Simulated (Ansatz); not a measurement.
# How fast states decay through Lu2Te2Se, part 2 of 3

Wanted: the relaxed cell of Lu2Te2Se, its band edges and its decay constants. It is built by putting Te for O in the Lu2SeO2 structure of space group P-3m1, with the volume rescaled by atomic radii. The parent structure comes from the Materials Project.

Ansatz 0.2.0; r2SCAN DFT, plane waves, PAW files (the session's first sound run).

So far. Step 2 (Relaxing the new crystal): The largest force component on a free atom ends at 0.0060 eV/Å.

The structure was built from a prototype and need not be the compound's stable phase.

## Step 3: The bulk crystal and its band edges

The energy window and the wavevectors of the next steps follow from the band edges, so these are searched first, off the mesh as well.

File input.yaml:

```yaml
crystal:
  lattice:
    - [4.1810633009, 0.0, 0.0]
    - [-2.0905316504, 3.6209070334, 0.0]
    - [0.0, 0.0, 10.5893437014]
  atoms:
    - { symbol: Lu, position: [0.3333333333, 0.6666666667, 0.1687382279] }
    - { symbol: Lu, position: [0.6666666667, 0.3333333333, 0.8312617721] }
    - { symbol: Se, position: [0.0, 0.0, 0.0] }
    - { symbol: Te, position: [0.3333333333, 0.6666666667, 0.6786162716] }
    - { symbol: Te, position: [0.6666666667, 0.3333333333, 0.3213837284] }
kpoints:
  mp_grid: { grid: [6, 6, 4] }
  band_path: { path: [VBM, CBM], npoints: 30 }
scf:
  occupations: { method: fixed }
hamiltonian:
  xc: r2scan
output:
  eigenvalues: true
  write_potential: true
  write_density: true
  volumetric_format: npy
```

On the command line:

```
$ ansatz run input.yaml --threads 2 --pin off --max-ram 4096MiB --backend cpu --events-out ev --progress --plain --runs-dir out
```

Numbers of over 12 decimals in the logs are rounded to 6 here.

Log:

```text
[...]
Crystal: 5 atoms, lattice volume = 160.315 Å³
Basis set: ecut = 500 eV, 4113 PW (Γ), exchange–correlation on 128×128×320 points (64 copies of the dense FFT grid, shifted against one another)
Bands: 59, of which v1, the nominal top of the filled ones, is band 49 counted from 1 (48 counted from 0)
Symmetry: 12 space group operations
[...]
k-points: 24 of 144
[...]
SCF iter   1: F=—  HF=-48963.394235 eV  |F-HF|=—  |Δ(HF+E_count)|=         —  Δρ=6.22e-3  dr2=1.81e-1  dr2_τ=2.99e-2  ethr=1.77e-3  ⟨swp⟩=5.0  Hψ=4656  notcnv=0  defer=90
[...]
SCF iter  10: F=-48963.364046 eV  HF=-48963.364046 eV  |F-HF|=9.31e-10  |Δ(HF+E_count)|=   1.27e-8  Δρ=1.63e-6  dr2=5.74e-9  dr2_τ=6.34e-10  ethr=1.02e-10  ⟨swp⟩=11.1  Hψ=6182  notcnv=0
SCF 1 converged in 10 iterations: F = -48963.364046 eV  dr2 = 5.74e-9
[...]
NSCF: frozen V_eff on 34 k-points
[...]
SCF converged after 10 iterations
Free energy (F): -48963.364046 eV
[...]
Internal energy: -48963.364046 eV  (E = F + TS)
E sigma→0 (E₀):  -48963.364046 eV
Fermi energy:    8.814016 eV
[...]
--- Band table (eV; the first three rows and the last of 24) ---
  k-point 0: bands = [... 45 lower, 8.1303, 8.4982, 8.8140, 8.8140, 10.7163, 11.1733, 11.1733, 12.1807, ... 6 higher]
  k-point 1: bands = [... 45 lower, 8.1526, 8.1526, 8.7849, 8.7849, 10.7124, 11.1780, 11.1780, 12.1715, ... 6 higher]
  k-point 2: bands = [... 45 lower, 8.1770, 8.1770, 8.7539, 8.7539, 10.7081, 11.1824, 11.1824, 12.1635, ... 6 higher]
  k-point 23: bands = [... 45 lower, 6.7112, 6.7112, 7.6336, 7.6336, 11.8501, 11.8501, 11.9460, 12.7931, ... 6 higher]
```

Run time: 48 s. Hardware: 2 threads of Arm Neoverse V2, shared host; peak memory 0.85 GiB.

Reading the cycles: dr2 is the Hartree energy of the density residual (eV), the measure of convergence; HF is the Harris–Foulkes estimate of the energy, which meets the free energy F at convergence.

This step gave:

* Fermi energy: 8.814 eV
* gap on the k-mesh: 1.140 eV
* gap on path: 1.140 eV, by band count; negative where bands overlap
* direct gap on path: 1.902 eV
* edge places on path: 0, 0.8676 1/A along the path

Electronic bands along the path, in eV, zero at the Fermi level (highest filled level under fixed occupations); v1 is the highest filled band, c1 the lowest empty one:

| point | v4 | v3 | v2 | v1 | c1 | c2 | c3 | c4 |
| --- | --- | --- | --- | --- | --- | --- | --- | --- |
| VBM | -0.68 | -0.32 | 0.00 | 0.00 | 1.90 | 2.36 | 2.36 | 3.37 |
| halfway | -1.74 | -0.81 | -0.76 | -0.53 | 1.67 | 2.85 | 3.19 | 3.45 |
| CBM | -1.29 | -1.15 | -0.89 | -0.85 | 1.14 | 2.78 | 3.45 | 3.98 |

The searched edges give 1.14 eV, as on the mesh.

## Step 4: Complex bands

This step: r2SCAN DFT, plane waves, PAW files; complex bands by layer matching along the plane's normal (Ansatz 0.2.0).

The same crystal is laid in a cell whose first two vectors span the (101) plane (indices of the standard conventional cell, whose axes can be ordered otherwise than in the bulk input). At fixed energy and wavevector in the plane the solver finds all kz, real and complex. A few wavevectors are listed, (0, 0) and (-0.5, 0) in units of the plane's reciprocal vectors; the slowest state needn't be among them.

File input.yaml:

```yaml
crystal:
  lattice:
    - [11.384879901, 0.0, 0.0]
    - [0.767741534, 4.1099712, 0.0]
    - [1.535483069, 1.839864726, 3.426146503]
  atoms:
    - { symbol: Lu, position: [0.8312617721, 0.3333333333, 0.5020715612] }
    - { symbol: Lu, position: [0.1687382279, 0.6666666667, 0.4979284388] }
    - { symbol: Se, position: [0.0, 0.0, 0.0] }
    - { symbol: Te, position: [0.3213837284, 0.3333333333, 0.0119496049] }
    - { symbol: Te, position: [0.6786162716, 0.6666666667, 0.9880503951] }
kpoints:
  mp_grid: { grid: [8, 8, 8] }
scf:
  occupations: { method: fixed }
hamiltonian:
  xc: r2scan
output:
  eigenvalues: true
  transmission:
    leads: [[0, 0]]
    kpoints: [[0.0, 0.0], [-0.5, 0.0]]
    e_range: [-1.0, 2.14]
    de: 0.06
```

Log:

```text
[...]
Crystal: 5 atoms, lattice volume = 160.315 Å³
Basis set: ecut = 500 eV, 4113 PW (Γ), exchange–correlation on 360×128×128 points (64 copies of the dense FFT grid, shifted against one another)
Bands: 59, of which v1, the nominal top of the filled ones, is band 49 counted from 1 (48 counted from 0)
Symmetry: 12 space group operations
[...]
k-points: 65 of 512
[...]
SCF iter   1: F=—  HF=-48963.399416 eV  |F-HF|=—  |Δ(HF+E_count)|=         —  Δρ=6.19e-3  dr2=1.79e-1  dr2_τ=2.99e-2  ethr=1.77e-3  ⟨swp⟩=5.0  Hψ=12578  notcnv=0  defer=222
[...]
SCF iter  10: F=-48963.369171 eV  HF=-48963.369171 eV  |F-HF|=4.95e-10  |Δ(HF+E_count)|=   8.13e-9  Δρ=1.79e-6  dr2=6.64e-9  dr2_τ=7.21e-10  ethr=1.02e-10  ⟨swp⟩=11.8  Hψ=17024  notcnv=0
SCF 1 converged in 10 iterations: F = -48963.369171 eV  dr2 = 6.64e-9
[...]
transmission: 6 of 12 steps passed
transmission: 12 of 12 steps passed
SCF converged after 10 iterations
Free energy (F): -48963.369171 eV
[...]
Internal energy: -48963.369171 eV  (E = F + TS)
E sigma→0 (E₀):  -48963.369171 eV
Fermi energy:    8.812825 eV
[...]
--- Band table (eV; the first three rows and the last of 65) ---
  k-point 0: bands = [... 45 lower, 8.1293, 8.4972, 8.8128, 8.8128, 10.7175, 11.1740, 11.1740, 12.1811, ... 6 higher]
  k-point 1: bands = [... 45 lower, 7.9868, 8.1044, 8.5891, 8.5952, 10.7914, 11.4847, 11.5528, 12.0839, ... 6 higher]
  k-point 2: bands = [... 45 lower, 7.4558, 8.0451, 8.0564, 8.2226, 10.3794, 11.6617, 11.9911, 12.2174, ... 6 higher]
  k-point 64: bands = [... 45 lower, 8.1760, 8.1760, 8.7527, 8.7527, 10.7093, 11.1831, 11.1831, 12.1638, ... 6 higher]
--- Transmission ---
  basis      : 487 plane waves across, 6 finite elements along
  points     : 2, as listed
  energies   : 53 from -1.000000 to 2.120000 eV about the Fermi level, 0.060000 eV apart; the leads are filled to 0.570960 eV, and channels, transmission and decay are at 0.560000 eV
  crystal 0  : Te2Se1Lu2, at the sites [0, 0], period 3.4261 Å: whole cells are its period
    offset         : up to 0.0000 Å between an atom of the period and one for which it stands
    channels       : 0.000000e0 a spin
    conductance    : none, the energies end too early or step too widely for 300 K: set another output.transmission.e_range or a lower de, or, where they end at an eighth of basis.ecutwfc, a higher one
    slowest decay  : 0.1352 /Å at (0.0000, 0.0000)
```

Elapsed: 4.1 min, on 2 threads; peak memory 2 GiB.

Numbers from this step:

| Property | Result |
| --- | --- |
| free energy | -48963.3692 eV |
| Fermi energy | 8.813 eV |
| gap on the k-mesh | 1.142 eV |
| level to which the leads are filled | 0.5710 eV from the Fermi level |
| decay constant at the filling level, zone centre | 0.1352 Å⁻¹ |
| decay constant at the filling level, slowest listed point | 0.1352 Å⁻¹ |

K parallel (0, 0); values up to 1.5 1/Å, a degenerate pair printed once or twice; energies at which all values exceed this have no row. The Im kz of the slowest decaying states by energy, zero at the highest filled level on the SCF mesh:

| energy (eV) | decay 1 (Å⁻¹) | decay 2 (Å⁻¹) | decay 3 (Å⁻¹) | decay 4 (Å⁻¹) |
| --- | --- | --- | --- | --- |
| -1.000 | 0.0946 | 0.240 | 0.434 | 0.437 |
| -0.820 | 0.176 | 0.282 | 0.452 | 0.486 |
| -0.580 | 0.0582 | 0.235 | 0.424 | 0.461 |
| -0.400 | 0.0608 | 0.254 | 0.463 | 0.481 |
| -0.220 | 0.0201 | 0.265 | 0.462 | 0.491 |
| 0.020 | 0.0299 | 0.0606 | 0.144 | 0.271 |
| 0.200 | 0.0897 | 0.176 | 0.187 | 0.269 |
| 0.380 | 0.118 | 0.215 | 0.223 | 0.263 |
| 0.620 | 0.140 | 0.242 | 0.246 | 0.255 |
| 0.800 | 0.149 | 0.224 | 0.256 | 0.267 |
| 0.980 | 0.154 | 0.189 | 0.266 | 0.271 |
| 1.220 | 0.0394 | 0.153 | 0.267 | 0.275 |
| 1.400 | 0.146 | 0.175 | 0.258 | 0.279 |
| 1.580 | 0.131 | 0.228 | 0.244 | 0.280 |
| 1.820 | 0.0812 | 0.215 | 0.252 | 0.278 |
| 2.000 | 0.182 | 0.245 | 0.275 | 0.334 |

K parallel (0, 0). The Re kz of states that move upwards by energy, zero at the highest filled level on the SCF mesh:

| energy (eV) | channel 1 (Å⁻¹) | channel 2 (Å⁻¹) | channel 3 (Å⁻¹) | channel 4 (Å⁻¹) | channel 5 (Å⁻¹) | channel 6 (Å⁻¹) |
| --- | --- | --- | --- | --- | --- | --- |
| -1.00 | -0.538 | -0.263 | -0.148 | 0.648 | - | - |
| -0.88 | -0.695 | -0.496 | -0.240 | -0.108 | - | - |
| -0.76 | -0.593 | -0.483 | -0.456 | -0.216 | -0.0610 | 0.782 |
| -0.64 | -0.493 | -0.416 | -0.193 | - | - | - |
| -0.52 | -0.412 | -0.375 | -0.169 | - | - | - |
| -0.40 | -0.337 | -0.329 | -0.143 | - | - | - |
| -0.28 | -0.273 | -0.264 | -0.112 | 0.0562 | - | - |
| -0.10 | -0.144 | -0.0695 | - | - | - | - |
| 0.02 | - | - | - | - | - | - |
| 0.14 | - | - | - | - | - | - |
| 0.26 | - | - | - | - | - | - |
| 0.38 | - | - | - | - | - | - |
| 0.50 | - | - | - | - | - | - |
| 0.62 | - | - | - | - | - | - |
| 0.74 | - | - | - | - | - | - |
| 0.86 | - | - | - | - | - | - |
| 0.98 | - | - | - | - | - | - |
| 1.10 | - | - | - | - | - | - |
| 1.22 | - | - | - | - | - | - |
| 1.40 | -0.539 | - | - | - | - | - |
| 1.52 | -0.480 | - | - | - | - | - |
| 1.64 | -0.425 | - | - | - | - | - |
| 1.76 | -0.368 | - | - | - | - | - |
| 1.88 | -0.303 | - | - | - | - | - |
| 2.00 | -0.202 | 0.127 | - | - | - | - |
| 2.12 | - | - | - | - | - | - |

K parallel (-0.5, 0); values up to 1.5 1/Å, a degenerate pair printed once or twice; energies at which all values exceed this have no row. Im kz of the slowest decaying states against energy, zero at the highest filled level on the SCF mesh:

| energy (eV) | decay 1 (Å⁻¹) | decay 2 (Å⁻¹) | decay 3 (Å⁻¹) | decay 4 (Å⁻¹) |
| --- | --- | --- | --- | --- |
| -1.000 | 0.0988 | 0.156 | 0.204 | 0.363 |
| -0.820 | 0.0947 | 0.192 | 0.447 | 0.508 |
| -0.580 | 0.223 | 0.272 | 0.506 | 0.569 |
| -0.400 | 0.0441 | 0.238 | 0.406 | 0.528 |
| -0.220 | 0.138 | 0.247 | 0.478 | 0.534 |
| 0.020 | 0.0624 | 0.114 | 0.191 | 0.254 |
| 0.200 | 0.107 | 0.188 | 0.217 | 0.254 |
| 0.380 | 0.132 | 0.226 | 0.237 | 0.249 |
| 0.620 | 0.152 | 0.233 | 0.254 | 0.256 |
| 0.800 | 0.161 | 0.207 | 0.265 | 0.267 |
| 0.980 | 0.157 | 0.164 | 0.268 | 0.276 |
| 1.220 | 0.160 | 0.265 | 0.287 | 0.417 |
| 1.400 | 0.150 | 0.256 | 0.302 | 0.389 |
| 1.580 | 0.132 | 0.243 | 0.335 | 0.351 |
| 1.820 | 0.0762 | 0.214 | 0.312 | 0.332 |
| 2.000 | 0.0154 | 0.183 | 0.298 | 0.315 |

K parallel (-0.5, 0). Table of Re kz of states that move upwards by energy, zero at the highest filled level on the SCF mesh:

| energy (eV) | channel 1 (Å⁻¹) | channel 2 (Å⁻¹) | channel 3 (Å⁻¹) | channel 4 (Å⁻¹) |
| --- | --- | --- | --- | --- |
| -1.00 | -0.459 | -0.172 | - | - |
| -0.88 | -0.478 | -0.390 | -0.147 | - |
| -0.76 | -0.655 | -0.340 | -0.321 | -0.122 |
| -0.64 | -0.491 | -0.292 | -0.0965 | -0.0295 |
| -0.52 | -0.325 | -0.238 | -0.0662 | 0.215 |
| -0.40 | -0.211 | -0.0499 | - | - |
| -0.28 | -0.127 | -0.0157 | - | - |
| -0.10 | 0.0110 | 0.0507 | - | - |
| 0.02 | - | - | - | - |
| 0.14 | - | - | - | - |
| 0.26 | - | - | - | - |
| 0.38 | - | - | - | - |
| 0.50 | - | - | - | - |
| 0.62 | - | - | - | - |
| 0.74 | - | - | - | - |
| 0.86 | - | - | - | - |
| 0.98 | - | - | - | - |
| 1.10 | - | - | - | - |
| 1.22 | -0.696 | - | - | - |
| 1.40 | -0.565 | - | - | - |
| 1.52 | -0.481 | - | - | - |
| 1.64 | -0.381 | - | - | - |
| 1.76 | -0.273 | - | - | - |
| 1.88 | -0.179 | - | - | - |
| 2.00 | - | - | - | - |
| 2.12 | - | - | - | - |

At the listed wavevectors the last open channel is at -0.04 eV and the next at +1.16 eV on the grid. At +0.56 eV, the grid energy nearest the filling level (the middle of the gap on the SCF mesh), the slowest state at the listed wavevectors decays with κ = 0.135 Å⁻¹, its amplitude falling by e over 7.4 Å. Through 1 nm of this crystal that state's transmission falls by exp(−2 × 0.135 Å⁻¹ × 10 Å) = 0.067.

## Step 5: Decay over the two-dimensional zone

The listed points could miss the slowest state, so one energy near mid-gap is solved on a mesh of 4×8.

input.yaml, as its differences from that of step 4:

```diff
@@ -19,6 +19,2 @@
   eigenvalues: true
-  transmission:
-    leads: [[0, 0]]
-    kpoints: [[0.0, 0.0], [-0.5, 0.0]]
-    e_range: [-1.0, 2.14]
-    de: 0.06
+  transmission: { leads: [[0, 0]], kmesh: [4, 8], e_range: [0.57, 0.58], de: 0.05 }
```

Log:

```text
[...]
Crystal: 5 atoms, lattice volume = 160.315 Å³
Basis set: ecut = 500 eV, 4113 PW (Γ), exchange–correlation on 360×128×128 points (64 copies of the dense FFT grid, shifted against one another)
Bands: 59, of which v1, the nominal top of the filled ones, is band 49 counted from 1 (48 counted from 0)
Symmetry: 12 space group operations
[...]
k-points: 65 of 512
[...]
SCF iter   1: F=—  HF=-48963.399416 eV  |F-HF|=—  |Δ(HF+E_count)|=         —  Δρ=6.19e-3  dr2=1.79e-1  dr2_τ=2.99e-2  ethr=1.77e-3  ⟨swp⟩=5.0  Hψ=12578  notcnv=0  defer=222
[...]
SCF iter  10: F=-48963.369171 eV  HF=-48963.369171 eV  |F-HF|=4.95e-10  |Δ(HF+E_count)|=   8.13e-9  Δρ=1.79e-6  dr2=6.64e-9  dr2_τ=7.21e-10  ethr=1.02e-10  ⟨swp⟩=11.8  Hψ=17024  notcnv=0
SCF 1 converged in 10 iterations: F = -48963.369171 eV  dr2 = 6.64e-9
[...]
transmission: 18 of 108 steps passed
transmission: 36 of 108 steps passed
[...]
transmission: 108 of 108 steps passed
SCF converged after 10 iterations
Free energy (F): -48963.369171 eV
[...]
Internal energy: -48963.369171 eV  (E = F + TS)
E sigma→0 (E₀):  -48963.369171 eV
Fermi energy:    8.812825 eV
[...]
--- Band table (eV; the first three rows and the last of 65) ---
  k-point 0: bands = [... 45 lower, 8.1293, 8.4972, 8.8128, 8.8128, 10.7175, 11.1740, 11.1740, 12.1811, ... 6 higher]
  k-point 1: bands = [... 45 lower, 7.9868, 8.1044, 8.5891, 8.5952, 10.7914, 11.4847, 11.5528, 12.0839, ... 6 higher]
  k-point 2: bands = [... 45 lower, 7.4558, 8.0451, 8.0564, 8.2226, 10.3794, 11.6617, 11.9911, 12.2174, ... 6 higher]
  k-point 64: bands = [... 45 lower, 8.1760, 8.1760, 8.7527, 8.7527, 10.7093, 11.1831, 11.1831, 12.1638, ... 6 higher]
--- Transmission ---
  basis      : 487 plane waves across, 6 finite elements along
  points     : 18, standing for a mesh of 4 x 8
  energies   : 1 from 0.570000 to 0.570000 eV about the Fermi level; the leads are filled to 0.570960 eV, and channels, transmission and decay are at 0.570000 eV
  crystal 0  : Te2Se1Lu2, at the sites [0, 0], period 3.4261 Å: whole cells are its period
[...]
channels       : 0.000000e0 a spin
    conductance    : none, crystal 0 has no channel at the energies, or these end too early or step too widely for 300 K: set another output.transmission.e_range or a lower de, or, where they end at an eighth of basis.ecutwfc, a higher one
    slowest decay  : 0.1360 /Å at (0.0000, 0.0000)
```

Elapsed: 3.2 min, on 2 threads; peak memory 2.2 GiB.

Numbers from this step:

- least decay constant on the mesh: 0.136 Å⁻¹

Slowest decay constant (1/Å; 0 where a channel is open) over k1 and k2. At 0.5700 eV from the Fermi level.

Values, 8 rows by 4 columns:
```
0.189 0.185 0.197 0.203
0.215 0.215 0.226 0.226
0.216 0.211 0.213 0.207
0.149 0.144 0.136 0.144
0.216 0.207 0.213 0.211
0.215 0.226 0.226 0.215
0.189 0.203 0.197 0.185
0.179 0.182 0.179 0.182
```
Columns: k1 (b1) from -0.5 to 0.25; rows upwards: k2 (b2) from -0.5 to 0.375.

The least value on the mesh is 0.136 Å⁻¹ at +0.57 eV. At that energy the listed points give about 0.136 Å⁻¹ by interpolation, so the mesh holds no clearly slower state.

[end of part 2 of 3]

[Logs are printed without paths, hosts, clocks, repeated set-up lines and the standing remarks that a program may print on its own settings, such as how far it seeks lower states.]

[Hosts, paths, dates, database ids (printed as entryN), source tags and the programs' standing remarks are cut or masked in the printed files.]
